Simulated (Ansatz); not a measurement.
NbS2Br2 (layers cut from the bulk crystal), computed twice by G0W0.

The cell holds 10 atoms: 4 S, 4 Br and 2 Nb. Its edges and angles: a = 6.442 Å, b = 6.437 Å, c = 31.300 Å, α = 90.0°, β = 90.0°, γ = 120.0°. It derives from NbS2Br2. Vacuum lies along c.

```xyz
10
Lattice="6.4420 0.0276 0.0000 -3.2395 5.5620 0.0000 0.0000 0.0000 31.3000" Properties=species:S:1:pos:R:3
S    -2.5158    5.2753   13.6298
Br    0.5678    4.4905   14.1092
Br    3.0874    2.2336   14.1092
S    -0.0980    1.1241   14.8122
Nb    2.0486    0.2528   15.6500
Nb    2.8032    4.4166   15.6500
S    -1.4921    3.5177   16.4878
Br    1.7645    2.4359   17.1908
Br    4.2840    0.1790   17.1908
S    -2.3138    4.9285   17.6702
```

The structure was relaxed with PBEsol-D3(BJ). The runs that relaxed it are not among those shown. PAW set soft_2, made with PBE.

The first (Ansatz 0.2.0; start PBEsol, 3×3×1 mesh, 902 empty bands, screening to 50 eV; 4 threads of Arm Neoverse V2, shared host) gave, on its mesh: starting gap 1.66 eV, G0W0 gap 3.11 eV, mean of 1 + 4πα/V (set by the cell height) 1.82, 9.8 min.

**Question.** The second changes empty bands from 902 to 378 and screening cutoff (eV) from 50.0 to 28. What does it give?

It gave: starting gap 1.66 eV, G0W0 gap 3.05 eV, mean of 1 + 4πα/V (set by the cell height) 1.82, 2.5 min. The G0W0 gap moves by −0.06 eV, +0.00 eV from the start and −0.06 eV from the correction. Σc changes by +0.33 eV at the valence top and +0.26 eV at the conduction bottom, and Σx − Vxc between them by +0.00 eV.

Limits: not at the basis limit; coarse mesh for a sheet; no spin-orbit coupling.

[Paths, hosts, dates, memory and timing lines, banners, echoed tables and standing remarks are left out of the program output.]

[Logs are printed without paths, hosts, clocks, repeated set-up lines and the standing remarks that a program may print on its own settings, such as how far it seeks lower states.]

[Runs of the session that timed out or met a known fault of the program may be left out.]

[Cells called generated may have been cut or substituted from an entry of the Crystallography Open Database or the Materials Project.]

[Hosts, paths, dates, database ids (printed as entryN), source tags and the programs' standing remarks are cut or masked in the printed files.]
